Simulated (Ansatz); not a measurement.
# Phonons of Ti-Pt-Pt-Ti stack of (111) layers, part 2 of 2

The plan: relax Ti-Pt-Pt-Ti stack of (111) layers, check its phonons, and, if the lattice is stable, compute its Eliashberg function and ρ(T).

Ansatz 0.2.0; DFT PBEsol, scalar-relativistic, plane waves, PAW; PAW set soft_1.

So far: The structure; Rough relaxation; Relaxation.

## 4. Tight relaxation

Phonons are second derivatives about the minimum, so the remaining forces must be small: the thresholds are tightened.

The input, input.yaml:

```yaml
crystal:
  lattice:
    - [2.7892548528, 0.0, 0.0]
    - [-1.3946274264, 2.4155655602, 0.0]
    - [0.0, 0.0, 37.3792790878]
  atoms:
    - { symbol: Ti, position: [0.0, 0.0, 0.1489866024] }
    - { symbol: Pt, position: [0.3333333333, 0.6666666667, 0.2056744312] }
    - { symbol: Pt, position: [0.6666666667, 0.3333333333, 0.2702480701] }
    - { symbol: Ti, position: [0.0, 0.0, 0.3269358989] }
  periodic: [true, true, false]
kpoints:
  mp_grid: { grid: [12, 12, 1] }
hamiltonian:
  xc: pbesol
  pseudopotentials: { kind: paw, azcp: { folder: soft_1 }, xc_functional: pbe }
scf:
  occupations: { method: methfessel_paxton, width: 0.2 }
output:
  forces: true
  stress: true
  eigenvalues: true
relax:
  adjacent_minimum: "off"
  f_tol: 0.001
  max_steps: 60
  cell: { stress_2d_tol: 0.002 }
```

The run is started by

```console
ansatz run input.yaml --threads 4 --pin off --max-ram 12288MiB --backend cpu --events-out ev --progress --plain --runs-dir out
```

Numbers of over 12 decimals in the logs are rounded to 6 here.

The log of the run:

```text
[the first part of the log is left out]
  E_aug_tail   = 0.002037  (compensation charges beyond the density's cutoff)
  E_ewald      = 153678.216633
  E_core_change = 0.852832  (= ΣΔE_core)
  E_smearing   = -0.047544  (= −TS)
  E_closure    = -0.000000  (closes the sum)
  Σ components = -29718.115045   (vs F -29718.115045, Δ=0.00e0)
--- Forces (eV/Å), atoms counted from 1 ---
  atom   1  Ti    -0.00000000     0.00000000     0.00062425
  atom   2  Pt    -0.00000000     0.00000000    -0.00055657
[...]
0.000000       0.000000       0.000000
  P = ½ c Tr σ = 0.0002 N/m
--- Band table (eV; the first three rows and the last of 19) ---
[...]
--- Relaxed structure (3 steps of the walk, 3 accepted, 1 SCFs on fresh bases) ---
[...]
cell:  # Å, volume = 251.8987 Å³
    - [2.789538, 0, 0]
    - [-1.394769, 2.415810, 0]
    - [0, 0, 37.3792790878]
  atoms:
    - { symbol: Ti, position: [0, 0, 0.148989] }
    - { symbol: Pt, position: [0.333333, 0.666667, 0.205675] }
    - { symbol: Pt, position: [0.666667, 0.333333, 0.270248] }
    - { symbol: Ti, position: [0, 0, 0.326933] }
```

Elapsed: 18 s, on 4 threads of Arm Neoverse V1, shared host; peak memory 0.71 GiB; 69 s of CPU time.

Little changed from the start: no atom moved by 0.005 Å and no cell edge by 0.1 %.

## 5. Phonons by linear response: q 2×2×1, k 6×6×1

Couplings are defined for a stable lattice alone, so phonons come first.

The input, input.yaml:

```yaml
crystal:
  lattice:
    - [2.7895375618, 0.0, 0.0]
    - [-1.3947687809, 2.4158103934, 0.0]
    - [0.0, 0.0, 37.3792790878]
  atoms:
    - { symbol: Ti, position: [0.0, 0.0, 0.1489891732] }
    - { symbol: Pt, position: [0.3333333333, 0.6666666667, 0.2056747731] }
    - { symbol: Pt, position: [0.6666666667, 0.3333333333, 0.2702477282] }
    - { symbol: Ti, position: [0.0, 0.0, 0.3269333281] }
  periodic: [true, true, false]
kpoints:
  mp_grid: { grid: [6, 6, 1] }
hamiltonian:
  xc: pbesol
  pseudopotentials: { kind: paw, azcp: { folder: soft_1 }, xc_functional: pbe }
scf:
  occupations: { method: methfessel_paxton, width: 0.2 }
output:
  eigenvalues: true
phonons:
  method: dfpt
  qmesh: [2, 2, 1]
  temperatures: { t_max: 1000, t_step: 50 }
  qpath:
    path:
      - [0.0, 0.0, 0.0]
      - [0.5, 0.0, 0.0]
      - [0.33333333, 0.33333333, 0.0]
      - [0.0, 0.0, 0.0]
    npoints: 10
```

The log of the run:

```text
Warning: crystal.symmetry: narrowed to the stabiliser of the run's FFT grids — unitary ops 12 → 6. A phonons.method: dfpt run fills in the rows of the dynamical matrix that it does not solve by its symmetry operations, which is exact only for operations that map its FFT grids onto themselves: filled in by any other, the frequencies could depend on the order in which like atoms are typed, or, by more than the grids' own error, on where the crystal sits among the grids' points. Excluded: 6 operations. The run can therefore solve more perturbations, solve them on more k-points, or both, and cost more. [rest of the remark cut]
[...]
Crystal: 4 atoms, lattice volume = 251.899 Å³
Basis set: ecut = 420 eV, 4997 PW (Γ), exchange–correlation on 40×40×500 points (8 copies of the dense FFT grid, shifted against one another)
Bands: 36, of which v1, the nominal top of the filled ones, is band 30 counted from 1 (29 counted from 0)
Symmetry: 12 space group operations
k-points: 7 of 36 (irreducible under 6 space group operations, time reversal used)
[...]
SCF iter   1: F=—  HF=-29724.921185 eV  |F-HF|=—  |Δ(HF+E_count)|=         —  Δρ=1.11e-1  dr2=1.60e2  ethr=3.10e-3  ⟨swp⟩=15.4  Hψ=3950  notcnv=0
automatic band count: the SCF goes on with 42 bands, as 36 were too few: they end inside the smearing window of the response
[...]
SCF iter   2: F=—  HF=-29727.735107 eV  |F-HF|=—  |Δ(HF+E_count)|=    2.81e0  S|Δr|=    0.00e0  Δρ=1.05e-1  dr2=7.66e1  ethr=3.10e-3  ⟨swp⟩=5.0  Hψ=993  notcnv=0  defer=17
[...]
SCF iter  20: F=-29718.269979 eV  HF=-29718.269979 eV  |F-HF|=3.09e-10  |Δ(HF+E_count)|=  4.37e-11  S|Δr|=    0.00e0  Δρ=2.11e-8  dr2=2.48e-12  ethr=1.00e-12  ⟨swp⟩=8.6  Hψ=1394  notcnv=0
SCF 1 converged in 20 iterations: F = -29718.269979 eV  dr2 = 2.48e-12
[...]
phonons: the bands overlap, so this run is a metal and interpolates without the dipole-dipole term. If the crystal is really an insulator or semiconductor, its LO-TO splitting is missing
NSCF: frozen V_eff on 7 k-points
WARN: eigensolver did not converge (k=0): 1 band(s) unlocked after 2 eigensolves, warm-restarted (20 sweeps on the last) at ethr=2.55e-12 eV (storage-precision floor; scheduled 1.00e-12 eV) (lowest unlocked band 41, counted from 0; max residual 2.80e-4 eV among the unlocked bands, 2.80e-4 eV over every band; other slots of this pass that fall short are told together in one closing line; warning suppressed until the next SCF loop or pass starts)
WARN: eigensolver did not converge in 7 slots of this pass, the one above among them; of largest residual over every band (k=3): 1 band(s) unlocked (lowest unlocked band 41, counted from 0; max residual 3.28e-3 eV among the unlocked bands, 3.28e-3 eV over every band); of lowest unlocked band (k=0): band 41
[...]
DFPT response loops at q = (0, 0, 0) (fractional): preconditioner auto → none (partly filled bands, converged f_vac=0.705); β = 0.50; Broyden in place of MSR1
[...]
SCF converged after 20 iterations
Stability not checked: this state was not tested for a lower state beside it, because cold or Methfessel-Paxton smearing, or corrected tetrahedra, fill the levels in a way that the test cannot read (fill_not_monotonic; see scf.lower_state_search)
Free energy (F): -29718.269979 eV
[...]
Internal energy: -29718.204973 eV  (E = F + TS)
E sigma→0 (E₀):  -29718.253727 eV
Entropy (-TS):   -0.065006 eV (-16.251 meV/atom)
Fermi energy:    -4.448734 eV
Step filling:    the computed levels leave a gap of 0.0346 eV = 0.2 smearing widths at the electron count; against every level under it full and every level over it empty, smearing changes F+E_penalty+E_count by -26.268 meV and its σ→0 estimate by -10.016 meV
[...]
--- Band table (eV; the first three rows and the last of 7) ---
  k-point 0: bands = [... 26 lower, -6.6103, -6.0246, -6.0246, -5.7844, -4.6996, -4.6962, -4.3067, -3.3502, ... 8 higher]
  k-point 1: bands = [... 26 lower, -6.8201, -6.1516, -6.0139, -5.6632, -4.4529, -4.3427, -4.1191, -3.7041, ... 8 higher]
  k-point 2: bands = [... 26 lower, -5.7410, -5.7177, -5.5424, -5.4456, -4.5998, -4.3537, -3.3929, -2.8385, ... 8 higher]
  k-point 6: bands = [... 26 lower, -4.4124, -4.4124, -4.3719, -4.3719, -3.7541, -3.7541, -3.3413, -3.3413, ... 8 higher]
  ° read free of the cell's end (the report's vacuum.weakly_bound_levels)
--- Phonons (Γ-DFPT): 8 representative perturbations + reference (Σ response iterations 54) ---
  ASR residual: 5.425e-5 → 0.000e0 eV/Å²; symmetrization residual: 3.698e-5 eV/Å²
  The last average, over the group as it would stand without the narrowing to the FFT grids, took up to 1.100e-5 eV/Å² of the zone centre's force constants
  ASR residual per site (eV/Å²): 4.74e-5 5.42e-5 4.86e-5 3.43e-5
  Γ frequencies (cm⁻¹): 0.00 0.00 0.00 40.28 40.28 99.88 99.88 100.22 100.22 104.50 225.36 231.58
--- Phonons (arbitrary-q DFPT): 2 irreducible q on the 2×2×1 mesh ---
  q = [0.0000, 0.0000, 0.0000] (star 1, of the zone-centre solve; hermiticity 6.78e-6, symmetrization 4.19e-12, taken by the last average 1.01e-6): -0.00 -0.00 0.00 40.28 40.28 99.88 99.88 100.22 100.22 104.50 225.36 231.58
  q = [0.0000, -0.5000, 0.0000] (star 3, 12 solved perturbations on 13 of 36 k-point pairs; hermiticity 2.96e-5, symmetrization 2.24e-5, taken by the last average 8.53e-7): -176.48 -133.01 64.01 72.55 73.16 87.49 134.94 135.21 138.64 145.33 179.47 181.33
  sum rule: each row above includes the acoustic sum rule's correction from the zone centre's row sums; it moved no ω² by more than (0.52 cm⁻¹)²
  mesh force constants: q→R imaginary residual 1.65e-17; ASR residual 5.425e-5 → 0.000e0 eV/Å²; symmetrization residual 7.105e-15 eV/Å²
  interpolated dispersion: 31 rows × 12 modes
  density of states and harmonic sums: on the 26×26×1 q-mesh, interpolated from the force constants of a 2×2×1 supercell (no non-analytic term)
  largest difference from the sums on the solved wave vectors: F 9.68e-2 eV, S 1.23e-4 and C_V 3.41e-5 eV/K
  zero-point energy: 0.071200 eV/cell   skipped modes (ω ≤ 0): 136, of them read as no rigid motion or as one in doubt: 133 (1.944e0 modes/cell left out, lowest -176.48 cm⁻¹)   left out of the sums: 1.62e-1 of the cell's modes: C_V's classical limit lies that fraction below 3 k_B per atom; for a crystal, a wire or a layer, F and S can be off by more, and a phonons.interpolated_qmesh denser along its periods is the remedy for the sampling
```

The job ended after 2 min (4 threads; peak memory 1.1 GiB).

Reading the cycles: dr2 is the Hartree energy of the density residual (eV), the measure of convergence; HF is the Harris–Foulkes estimate of the energy, which meets the free energy F at convergence.

This step gave:

```yaml
share_of_imaginary_modes_in_the_plain_interpolation_between_solved_wavevectors: 0.1625
highest_frequency_solved_or_plainly_interpolated: 231.6 cm⁻¹
```

Solved on the 2×2×1 mesh alone; all other wavevectors are interpolated. Phonon branches along the path, in cm⁻¹:

| point | branch 1 | branch 2 | branch 3 | branch 4 | branch 9 | branch 10 | branch 11 | branch 12 |
| --- | --- | --- | --- | --- | --- | --- | --- | --- |
| Γ | 0 | 0 | 0 | 40 | 100 | 104 | 225 | 232 |
| halfway | -112 | -75 | 50 | 53 | 124 | 131 | 195 | 198 |
| M | -176 | -133 | 64 | 72 | 139 | 145 | 180 | 181 |
| halfway | -156 | -112 | 66 | 66 | 135 | 141 | 171 | 172 |
| K | -97 | -97 | -33 | -33 | 143 | 143 | 150 | 155 |
| halfway | -118 | -80 | 53 | 72 | 132 | 138 | 187 | 189 |
| Γ | 0 | 0 | 0 | 40 | 100 | 104 | 225 | 232 |

Lowest modes at the softest wavevector of the mesh. The modes at q = (0.500, 0.000, 0.000) (shares of kinetic energy by element, %) (negative means imaginary):

| mode | frequency (cm⁻¹) | Ti % | Pt % |
| --- | --- | --- | --- |
| 1 | -176.5 | 97 | 3 |
| 2 | -133.0 | 96 | 4 |
| 3 | 64.0 | 52 | 48 |
| 4 | 72.5 | 61 | 39 |
| 5 | 73.2 | 8 | 92 |
| 6 | 87.5 | 4 | 96 |

Displacements in mode 1 (-176.5 cm⁻¹), the largest set to 1, in the home cell:
```
Ti1 -1.00 -0.58  0.20
Pt2  0.01  0.00 -0.10
Pt3  0.01  0.00 -0.10
Ti4  1.00  0.58 -0.20
```

Displacements in mode 3 (64.0 cm⁻¹), the largest set to 1, in the home cell:
```
Ti1 -0.02 -0.01 -1.00
Pt2 -0.12 -0.07 -0.45
Pt3 -0.12 -0.07 -0.45
Ti4  0.02  0.01  1.00
```

Among the solved wavevectors the lowest mode, translations apart, is -176 cm⁻¹, imaginary.

## 6. Phonons by linear response: q 3×3×1, k 9×9×1

An imaginary mode on so few k-points may come from the sampling, so the phonons are repeated with another q and k mesh.

Edit input.yaml of step 5 so:

```diff
@@ -12,3 +12,3 @@
 kpoints:
-  mp_grid: { grid: [6, 6, 1] }
+  mp_grid: { grid: [9, 9, 1] }
 hamiltonian:
@@ -22,3 +22,3 @@
   method: dfpt
-  qmesh: [2, 2, 1]
+  qmesh: [3, 3, 1]
   temperatures: { t_max: 1000, t_step: 50 }
```

The log of the run:

```text
[...]
Crystal: 4 atoms, lattice volume = 251.899 Å³
Basis set: ecut = 420 eV, 4997 PW (Γ), exchange–correlation on 40×40×500 points (8 copies of the dense FFT grid, shifted against one another)
Bands: 36, of which v1, the nominal top of the filled ones, is band 30 counted from 1 (29 counted from 0)
Symmetry: 12 space group operations
k-points: 12 of 81 (irreducible under 6 space group operations, time reversal used)
[...]
SCF iter   1: F=—  HF=-29724.968542 eV  |F-HF|=—  |Δ(HF+E_count)|=         —  Δρ=1.09e-1  dr2=1.52e2  ethr=3.10e-3  ⟨swp⟩=15.6  Hψ=6902  notcnv=0
[...]
SCF iter  19: F=-29718.115142 eV  HF=-29718.115142 eV  |F-HF|=8.73e-11  |Δ(HF+E_count)|=  8.00e-11  S|Δr|=    0.00e0  Δρ=3.94e-8  dr2=3.45e-12  ethr=1.00e-12  ⟨swp⟩=25.5  Hψ=4352  notcnv=0
SCF 1 converged in 19 iterations: F = -29718.115142 eV  dr2 = 3.45e-12
[...]
SCF converged after 19 iterations
[...]
Free energy (F): -29718.115142 eV
[...]
Internal energy: -29718.073358 eV  (E = F + TS)
E sigma→0 (E₀):  -29718.104696 eV
Entropy (-TS):   -0.041784 eV (-10.446 meV/atom)
Fermi energy:    -4.532966 eV
[...]
--- Band table (eV; the first three rows and the last of 12) ---
  k-point 0: bands = [... 26 lower, -6.7613, -6.1723, -6.1723, -5.8769, -4.7689, -4.7501, -4.3998, -3.4234, ... 8 higher]
  k-point 1: bands = [... 26 lower, -6.8851, -6.2969, -6.1624, -5.7844, -4.5785, -4.5670, -4.2181, -3.6416, ... 8 higher]
  k-point 2: bands = [... 26 lower, -6.8911, -6.1600, -6.1104, -5.6824, -4.5356, -4.4270, -4.1918, -3.6668, ... 8 higher]
  k-point 11: bands = [... 26 lower, -4.4750, -4.4750, -4.4357, -4.4357, -3.8675, -3.8675, -3.4466, -3.4466, ... 8 higher]
  ° read free of the cell's end (the report's vacuum.weakly_bound_levels)
[...]
ASR residual: 8.236e-5 → 0.000e0 eV/Å²; symmetrization residual: 1.723e-5 eV/Å²
[...]
ASR residual per site (eV/Å²): 1.30e-5 8.24e-5 7.88e-5 5.36e-6
[...]
--- Phonons (arbitrary-q DFPT): 3 irreducible q on the 3×3×1 mesh ---
[...]
q = [0.3333, 0.3333, 0.0000] (star 2, 8 solved perturbations in 256 linear systems a pass and spin channel, the states on 45 of 81 k-point pairs; hermiticity 1.48e-6, symmetrization 2.94e-7, taken by the last average 2.83e-7): -114.78 -114.78 -55.37 3.29 88.99 88.99 131.81 131.81 137.56 137.56 143.26 150.46
[...]
interpolated dispersion: 31 rows × 12 modes
[...]
```

Run time: 6.5 min. Hardware: 4 threads; peak memory 1.6 GiB; 25 min of CPU time.

Numbers from this step:

| Property | Result |
| --- | --- |
| share of imaginary modes in the plain interpolation between solved wavevectors | 0.0385 |
| highest frequency, solved or plainly interpolated | 231.7 cm⁻¹ |

Solved on the 3×3×1 mesh alone; all other wavevectors are interpolated. The phonon branches at the labelled points (cm⁻¹):

| point | branch 1 | branch 2 | branch 3 | branch 4 | branch 9 | branch 10 | branch 11 | branch 12 |
| --- | --- | --- | --- | --- | --- | --- | --- | --- |
| Γ | 0 | 0 | 0 | 39 | 94 | 103 | 229 | 232 |
| halfway | 54 | 59 | 70 | 94 | 135 | 154 | 220 | 223 |
| M | 58 | 66 | 78 | 93 | 163 | 171 | 183 | 192 |
| halfway | -62 | -48 | 53 | 69 | 153 | 159 | 162 | 170 |
| K | -115 | -115 | -55 | 3 | 138 | 138 | 143 | 150 |
| halfway | 63 | 71 | 82 | 93 | 136 | 152 | 211 | 215 |
| Γ | 0 | 0 | 0 | 39 | 94 | 103 | 229 | 232 |

Lowest modes at the softest wavevector of the mesh. Modes at q = (-0.333, -0.333, 0.000), with each element's share of the kinetic energy (negative means imaginary):

| mode | frequency (cm⁻¹) | Ti % | Pt % |
| --- | --- | --- | --- |
| 1 | -114.8 | 100 | 0 |
| 2 | -114.8 | 100 | 0 |
| 3 | -55.4 | 98 | 2 |
| 4 | 3.3 | 91 | 9 |
| 5 | 89.0 | 51 | 49 |
| 6 | 89.0 | 51 | 49 |

Displacements in mode 1 (-114.8 cm⁻¹), the largest set to 1, in the home cell (x, y, z of the real part, then of the imaginary part):
```
Ti1  0.00 -0.02  0.00  0.00  0.00  0.00
Pt2  0.00  0.00  0.04  0.00  0.00  0.00
Pt3  0.00  0.00  0.00  0.00  0.00  0.00
Ti4  0.00  1.00  0.00  1.00  0.00  0.00
```

Displacements in mode 4 (3.3 cm⁻¹), the largest set to 1, in the home cell (x, y, z of the real part, then of the imaginary part):
```
Ti1  0.00  0.00  1.00  0.00  0.00  0.00
Pt2  0.00  0.11  0.00 -0.11  0.00  0.00
Pt3 -0.10 -0.06  0.00 -0.06  0.10  0.00
Ti4  0.00  0.00  1.00  0.00  0.00  0.00
```

The modes has structure finer than the step of the table below, so its rows give means over 10 cm⁻¹, whole bins alone (the curve runs from -125 to 249 cm⁻¹). Peaks (cm⁻¹: height): Pt 67.8: 0.0709, 93.6: 0.0922, 154.7: 0.0497; Ti 67.8: 0.0290, 124.2: 0.0814, 154.7: 0.0329, 227.5: 0.0360.

Phonopy on the run's constants, 21x21x1 mesh, Gaussian sigma 2.7 cm⁻¹. Modes against wavenumber; means over each step; values in 1/cm⁻¹/cell:

| wavenumber (cm⁻¹) | Pt | Ti |
| --- | --- | --- |
| -110 | 2.2e-5 | 0.00505 |
| -100 | 3.9e-5 | 0.00455 |
| -90 | 4.2e-5 | 0.00615 |
| -80 | 5.2e-5 | 0.00258 |
| -70 | 1.1e-4 | 0.00558 |
| -60 | 1.2e-4 | 0.00595 |
| -50 | 1.1e-4 | 0.00357 |
| -40 | 1.5e-4 | 0.00345 |
| -30 | 2.0e-4 | 0.00222 |
| -20 | 2.4e-4 | 0.00316 |
| -10 | 1.7e-4 | 0.00218 |
| 0 | 5.4e-4 | 4.3e-4 |
| 10 | 0.00144 | 0.00174 |
| 20 | 0.00375 | 0.00542 |
| 30 | 0.00647 | 0.00561 |
| 40 | 0.0138 | 0.0114 |
| 50 | 0.0243 | 0.0115 |
| 60 | 0.0510 | 0.0225 |
| 70 | 0.0589 | 0.0236 |
| 80 | 0.0387 | 0.0169 |
| 90 | 0.0602 | 0.0272 |
| 100 | 0.0576 | 0.0374 |
| 110 | 0.0511 | 0.0523 |
| 120 | 0.0472 | 0.0712 |
| 130 | 0.0325 | 0.0525 |
| 140 | 0.0250 | 0.0298 |
| 150 | 0.0357 | 0.0272 |
| 160 | 0.0402 | 0.0222 |
| 170 | 0.0165 | 0.0120 |
| 180 | 0.00655 | 0.0160 |
| 190 | 0.00698 | 0.0210 |
| 200 | 0.00523 | 0.0188 |
| 210 | 0.00443 | 0.0189 |
| 220 | 0.00515 | 0.0240 |
| 230 | 0.00547 | 0.0245 |
| 240 | 1.7e-4 | 7.6e-4 |

No LO-TO term; unit eigenvectors of the mass-weighted matrix. The modes at Γ (shares of kinetic energy by element, %):

| mode | frequency (cm⁻¹) | symmetry | Ti % | Pt % |
| --- | --- | --- | --- | --- |
| 1 | 0.0 | unnamed | 20 | 80 |
| 2 | 0.0 | unnamed | 20 | 80 |
| 3 | 0.0 | unnamed | 20 | 80 |
| 4 | 38.8 | Eg | 23 | 77 |
| 5 | 38.8 | Eg | 23 | 77 |
| 6 | 91.5 | Eu | 80 | 20 |
| 7 | 91.5 | Eu | 80 | 20 |
| 8 | 94.1 | Eg | 77 | 23 |
| 9 | 94.1 | Eg | 77 | 23 |
| 10 | 103.1 | A1g | 21 | 79 |
| 11 | 228.6 | A1g | 79 | 21 |
| 12 | 231.7 | A2u | 80 | 20 |

Displacements in mode 4 (38.8 cm⁻¹), the largest set to 1:
```
Ti1 -0.17  1.00  0.00
Pt2 -0.15  0.92  0.00
Pt3  0.15 -0.92  0.00
Ti4  0.17 -1.00  0.00
```

Displacements in mode 12 (231.7 cm⁻¹), the largest set to 1:
```
Ti1  0.00  0.00  1.00
Pt2  0.00  0.00 -0.25
Pt3  0.00  0.00 -0.25
Ti4  0.00  0.00  1.00
```

Among the solved wavevectors the lowest mode, translations apart, is -115 cm⁻¹, imaginary.

## 7. Results

| Item | Value |
| --- | --- |
| phonon run of the rows without a label of their own | PBEsol, q 3×3×1, k 9×9×1 |
| softest mode on the q mesh | -115 cm⁻¹ at q = (-0.333, -0.333, 0) |
| highest frequency, solved or plainly interpolated | 232 cm⁻¹ |

In words: The lattice is dynamically unstable at this level: a mode at q = (-0.333, -0.333, 0) is imaginary, 115i cm⁻¹, so no harmonic coupling constant or resistivity is defined for this structure. These meshes are coarse, and single modes of a metal can move by tens of cm⁻¹ with the k mesh. The coarser mesh found an imaginary mode at another wavevector, which this mesh lacks. Spin–orbit coupling, left out here, matters for Pt. The phonon runs are not spin-polarised. The PAW files were made for PBE; under other functionals the run regenerates their frozen core. The structure was built by hand as an ordered model, and its stability against other phases was not tested.

[Logs are printed without paths, hosts, clocks, repeated set-up lines and the standing remarks that a program may print on its own settings, such as how far it seeks lower states.]

[Hosts, paths, dates, database ids (printed as entryN), source tags and the programs' standing remarks are cut or masked in the printed files.]
